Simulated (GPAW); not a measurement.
# Y L₃-edge XANES of YSi2 (P6/mmm), part 2 of 2

Aim: the near-edge shape at the Y L₃ edge of YSi2 (P6/mmm), and what the core hole does to it.

GPAW 26.7.0; X-ray absorption from dipole matrix elements to empty bands, plane-wave PAW LDA.

So far. Step 5 (Spectrum with XCH, Y atom 1): Main maxima below 30 eV (height): 1.8 eV (3.12), 18.0 eV (0.62) and 29.0 eV (0.87).  Step 6 (Spectrum with FCH, Y atom 1): The scaled spectrum changes by 8 % r.m.s. The highest intensity below 24 eV goes from 1.8 eV (3.12) to 2.0 eV (3.14).

## Step 7: Spectrum with XCH, Y atom 1

A test of how far the result depends on this setting.

Changed against the first core-hole run: broadening from Gaussian full width 1.5 eV up to 4 eV, rising linearly to 3.5 eV at 25 eV to Gaussian full width 0.5 eV up to 4 eV, rising linearly to 1.5 eV at 25 eV.

File xas.py:

```python
import numpy as np
from ase import Atoms
from ase.parallel import parprint, paropen
from gpaw import GPAW, PW, FermiDirac, Mixer, MixerDif, setup_paths
from gpaw.test import gen
setup_paths.insert(0, '.')
gen('Y', name='fch2p', xcname='LDA', corehole=(2, 1, 1), write_xml=True)
from gpaw.mpi import world
world.barrier()

atoms = Atoms('Y6Si12',
    cell=[[5.775, -3.3341978, 0],
     [-5.775, -3.3341978, 0],
     [0, 0, -8.28]],
    scaled_positions=[[0, 0, 0],
     [0.66666667, 0.33333333, 0],
     [0, 0, 0.5],
     [0.33333333, 0.66666667, 0],
     [0.66666667, 0.33333333, 0.5],
     [0.33333333, 0.66666667, 0.5],
     [0, 0.66666667, 0.75],
     [0.66666667, 0, 0.75],
     [0, 0.66666667, 0.25],
     [0.33333333, 0.33333333, 0.75],
     [0.66666667, 0, 0.25],
     [0.33333333, 0.33333333, 0.25],
     [0.66666667, 0.66666667, 0.75],
     [0.33333333, 0, 0.75],
     [0.66666667, 0.66666667, 0.25],
     [0, 0.33333333, 0.75],
     [0.33333333, 0, 0.25],
     [0, 0.33333333, 0.25]],
    pbc=True)
atoms.calc = calc = GPAW(legacy_gpaw=True, mode=PW(430), xc='LDA', setups={0: 'fch2p'},
    kpts={'size': (3, 3, 2), 'gamma': True}, occupations=FermiDirac(0.1),
    charge=-1, mixer=Mixer(0.1, 5, 50), maxiter=150,
    convergence={'density': 0.0001}, txt='scf.txt')
energy = atoms.get_potential_energy() + calc.get_reference_energy()
ef = calc.get_fermi_level()
out = dict(energy=energy, fermi=ef, forces=atoms.get_forces().tolist())
parprint(f'all-electron energy {energy:.4f} eV, Fermi level {ef:.4f} eV')
ev = np.array([[calc.get_eigenvalues(k, s) for k in range(len(calc.get_ibz_k_points()))] for s in range(calc.get_number_of_spins())])
out['homo'], out['lumo'], out['counts'] = ev[ev < ef].max(), ev[ev > ef].min(), sorted(set((ev < ef).sum((0, 2)).tolist()))
out['filled'] = (ev[:, 0] < ef).sum(1).tolist()

from ase.units import Ha
from gpaw.xas import dipole_matrix_elements
nb = int(calc.get_number_of_electrons() / 2) + 222
top, nb = nb, nb + 8 + nb // 12
nscf = calc.fixed_density(kpts={'size': (3, 3, 3), 'gamma': True}, nbands=nb,
    convergence={'bands': top, 'eigenstates': 1e-5}, maxiter=60, txt='nscf.txt')
cell = atoms.cell.array
ops = [cell.T @ U.T @ np.linalg.inv(cell.T) for U in nscf.wfs.kd.symmetry.op_scc]
E = np.arange(-6, 34, 0.1)
fwhm = np.interp(E, [4, 25], [0.5, 1.5])
Y, X, zero, highest = 0, 0, 1e9, 1e9
for spin in range(nscf.get_number_of_spins()):
    wfs = nscf.wfs
    A = dipole_matrix_elements(wfs.setups[0])
    eps = np.zeros((wfs.kd.nibzkpts, nb))
    d = np.zeros((3, A.shape[1], wfs.kd.nibzkpts, nb), complex)
    for kpt in wfs.kpt_u:
        if kpt.s == spin and 0 in kpt.P_ani:
            eps[kpt.k] = kpt.eps_n * Ha
            d[:, :, kpt.k] = (kpt.weight * wfs.nspins / 2) ** 0.5 * np.inner(A, kpt.P_ani[0])
    world.sum(eps)
    world.sum(d)
    T = np.einsum('amkn,bmkn->abkn', d, d.conj()).real
    T = sum(np.einsum('ai,ijkn,bj->abkn', R, T, R) for R in ops) / len(ops)
    empty = eps > ef
    zero, highest = min(zero, eps[empty].min()), min(highest, eps[:, top - 1].min())
    lines = [(eps, T, empty)] if spin == 0 else lines + [(eps, T, empty)]
for eps, T, empty in lines:
    f = np.einsum('aakn->akn', T).reshape(3, -1)
    x = eps.ravel() - zero
    w = np.interp(x, E, fwhm) / 2.35482
    g = np.exp(-0.5 * ((E[:, None] - x) / w) ** 2) / (w * (2 * np.pi) ** 0.5)
    Y = Y + (f * empty.ravel()) @ g.T
    X = X + (f * ~empty.ravel()) @ g.T
out.update(E=E.round(2).tolist(), xas=Y.tolist(), xes=X.tolist(), zero=zero, valid=highest - zero, nk=len(eps), nb=nb)
for i in range(0, len(E), 10):
    parprint(f'{E[i]:7.2f}', *(f'{v:10.3e}' for v in Y[:, i]))
import json
with paropen('out.json', 'w') as f:
    json.dump(out, f)
```

Run with:

```console
OMP_NUM_THREADS=1 mpirun -n 4 gpaw python xas.py
```

It took 3.1 min on 4 MPI ranks of Arm Neoverse V2, shared host; peak memory 0.53 GiB.

| E (eV) | first run | this run |
| --- | --- | --- |
| -2.0 | 0.00 | 0.00 |
| -1.0 | 0.04 | 0.00 |
| 0.0 | 0.70 | 0.25 |
| 1.0 | 2.56 | 3.21 |
| 2.0 | 3.06 | 3.01 |
| 3.0 | 2.58 | 3.14 |
| 4.0 | 1.60 | 1.48 |
| 5.0 | 1.00 | 0.94 |
| 6.0 | 0.94 | 1.15 |
| 7.0 | 0.82 | 0.74 |
| 8.0 | 0.75 | 0.82 |
| 9.0 | 0.61 | 0.66 |
| 10.0 | 0.52 | 0.47 |
| 11.0 | 0.50 | 0.56 |
| 12.0 | 0.51 | 0.39 |
| 13.0 | 0.55 | 0.74 |
| 14.0 | 0.51 | 0.42 |
| 15.0 | 0.46 | 0.40 |
| 16.0 | 0.50 | 0.47 |
| 17.0 | 0.58 | 0.56 |
| 18.0 | 0.62 | 0.72 |
| 19.0 | 0.56 | 0.62 |
| 20.0 | 0.45 | 0.36 |
| 21.0 | 0.39 | 0.32 |
| 22.0 | 0.38 | 0.39 |
| 23.0 | 0.40 | 0.38 |
| 24.0 | 0.43 | 0.42 |
| 25.0 | 0.50 | 0.38 |
| 26.0 | 0.62 | 0.60 |
| 27.0 | 0.75 | 0.82 |
| 28.0 | 0.84 | 0.87 |
| 29.0 | 0.87 | 0.94 |
| 30.0 | 0.84 | 0.85 |
| 31.0 | 0.78 | 0.75 |

The scaled spectrum changes by 18 % r.m.s. The highest intensity below 24 eV goes from 1.8 eV (3.12) to 1.5 eV (3.91).

The photon energy of the zero moves by +0.00 eV.

## Step 8: What the core hole does

Both curves are counted from their own zero, so only the shift of weight within the empty states shows.

| E (eV) | no hole | XCH |
| --- | --- | --- |
| -2.0 | 0.00 | 0.00 |
| -1.0 | 0.03 | 0.04 |
| 0.0 | 0.28 | 0.70 |
| 1.0 | 0.74 | 2.56 |
| 2.0 | 1.40 | 3.06 |
| 3.0 | 1.97 | 2.58 |
| 4.0 | 2.52 | 1.60 |
| 5.0 | 1.72 | 1.00 |
| 6.0 | 1.36 | 0.94 |
| 7.0 | 1.28 | 0.82 |
| 8.0 | 1.06 | 0.75 |
| 9.0 | 0.95 | 0.61 |
| 10.0 | 0.80 | 0.52 |
| 11.0 | 0.62 | 0.50 |
| 12.0 | 0.63 | 0.51 |
| 13.0 | 0.66 | 0.55 |
| 14.0 | 0.62 | 0.51 |
| 15.0 | 0.56 | 0.46 |
| 16.0 | 0.55 | 0.50 |
| 17.0 | 0.62 | 0.58 |
| 18.0 | 0.70 | 0.62 |
| 19.0 | 0.67 | 0.56 |
| 20.0 | 0.55 | 0.45 |
| 21.0 | 0.46 | 0.39 |
| 22.0 | 0.42 | 0.38 |
| 23.0 | 0.40 | 0.40 |
| 24.0 | 0.41 | 0.43 |
| 25.0 | 0.46 | 0.50 |
| 26.0 | 0.57 | 0.62 |
| 27.0 | 0.70 | 0.75 |
| 28.0 | 0.82 | 0.84 |
| 29.0 | 0.88 | 0.87 |
| 30.0 | 0.91 | 0.84 |
| 31.0 | 0.91 | 0.78 |

With each curve scaled to its own mean, the area from −2 to 6 eV with the hole is 12.0 against 9.3, and the centre of weight from −1 to 20 eV moves by -1.4 eV: the hole pulls the absorber's empty states down.

## Step 9: Outcome

```yaml
absorber_and_edge: Y L₃, atom 1 of the ground-state input (counted from 1)
surroundings: 12 Si at 3.04 Å (12-fold, site symmetry 6/mmm)
highest_intensity_below_24_ev: 1.8 eV above the zero, height 3.12
```

**Reading.** The Y L₃ edge of atom 1, with 12 Si at 3.04 Å (12-fold, site symmetry 6/mmm), has its highest intensity of the first 24 eV at 1.8 eV above the zero, 3.1 times the mean level of the first 20 eV (Gaussian full width 1.5 eV up to 4 eV, rising linearly to 3.5 eV at 25 eV). With each curve scaled to its own mean, the area from −2 to 6 eV with the hole is 12.0 against 9.3, and the centre of weight from −1 to 20 eV moves by -1.4 eV: the hole pulls the absorber's empty states down. Changing the core hole to FCH alters the shape by 8 % r.m.s., a modest effect on the whole. Changing the broadening from Gaussian full width 1.5 eV up to 4 eV, rising linearly to 3.5 eV at 25 eV to Gaussian full width 0.5 eV up to 4 eV, rising linearly to 1.5 eV at 25 eV alters the shape by 18 % r.m.s., a modest effect on the whole. At the Y L₃ edge of atom 1 polarisation matters most near 2.8 eV, where the curves differ by 0.3 on this scale. Only the L₃ part is meant: spin–orbit coupling of the core level isn't computed and the L₂ copy isn't added. The mesh is coarse (0.36 Å⁻¹ between points), so small maxima may be mesh ripples. The structure is a published determination, not relaxed.

[Logs are printed without paths, hosts, clocks, repeated set-up lines and the standing remarks that a program may print on its own settings, such as how far it seeks lower states.]

[Hosts, paths, dates, database ids (printed as entryN), source tags and the programs' standing remarks are cut or masked in the printed files.]

[Lists of maxima count a maximum above −3 eV only where it reaches 4 % of the highest in the window and stands out from its surroundings by 2 % of it (1.5 % where it reaches 55 %); shoulders and weaker maxima are passed over, and of the rest the first, up to two pre-edge ones and the few strongest are named.]
